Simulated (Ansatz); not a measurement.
LaGaO3 (R-3c), computed twice by G0W0.

The structure is trigonal, space group R-3c (No. 167). Conventional cell: a = 5.543 Å, b = 5.543 Å, c = 13.433 Å, α = 90.00°, β = 90.00°, γ = 120.00°. La has 12 O at 2.47 to 3.08 Å nearest. Nearest to Ga lie 6 O at 1.98 Å. Nearest to O lie 2 Ga at 1.98 Å and 4 La at 2.47 to 3.08 Å. Farther neighbours and most contacts between anions are not listed.

```cif
data_structure
_symmetry_space_group_name_H-M 'P 1'
_symmetry_Int_Tables_number 1
_cell_length_a 5.5036
_cell_length_b 5.5036
_cell_length_c 5.5036
_cell_angle_alpha 60.472
_cell_angle_beta 60.472
_cell_angle_gamma 60.472
_cell_volume 119.14
loop_
_atom_site_label
_atom_site_type_symbol
_atom_site_fract_x
_atom_site_fract_y
_atom_site_fract_z
_atom_site_occupancy
La1 La 0.25000 0.25000 0.25000 1
La2 La 0.75000 0.75000 0.75000 1
Ga3 Ga 0.00000 0.00000 0.00000 1
Ga4 Ga 0.50000 0.50000 0.50000 1
O5 O 0.80480 0.69520 0.25000 1
O6 O 0.25000 0.80480 0.69520 1
O7 O 0.69520 0.25000 0.80480 1
O8 O 0.19520 0.30480 0.75000 1
O9 O 0.75000 0.19520 0.30480 1
O10 O 0.30480 0.75000 0.19520 1
```

The cell and positions come from the Crystallography Open Database and are kept as given unless a step says otherwise. Spin-orbit coupling is left out unless a run names it. PAW set soft_2, made with PBE.

The first (Ansatz 0.2.0; start LDA, 4×4×4 mesh, 653 empty bands, screening to 180 eV; 1 × NVIDIA H100 80GB HBM3 (shared by 6 runs) with 3 threads of AMD EPYC 7R13 (Zen 3), shared host) gave, on its mesh: starting gap 3.50 eV, G0W0 gap 5.21 eV, RPA ε∞ (mean) 5.01, 92 s.

The second changes start from LDA to r2SCAN. What does it give?

It gave: starting gap 4.37 eV, G0W0 gap 5.59 eV, RPA ε∞ (mean) 4.37, 91 s. The G0W0 gap moves by +0.38 eV, +0.87 eV from the start and −0.49 eV from the correction. Σc changes by −0.09 eV at the valence top and −0.03 eV at the conduction bottom, and Σx − Vxc between them by −0.55 eV.

Limits: not at the basis limit; f levels unsure; no spin-orbit coupling.

[Paths, hosts, dates, memory and timing lines, banners, echoed tables and standing remarks are left out of the program output.]

[Logs are printed without paths, hosts, clocks, repeated set-up lines and the standing remarks that a program may print on its own settings, such as how far it seeks lower states.]

[Runs of the session that timed out or met a known fault of the program may be left out.]

[Cells called generated may have been cut or substituted from an entry of the Crystallography Open Database or the Materials Project.]

[Hosts, paths, dates, database ids (printed as entryN), source tags and the programs' standing remarks are cut or masked in the printed files.]
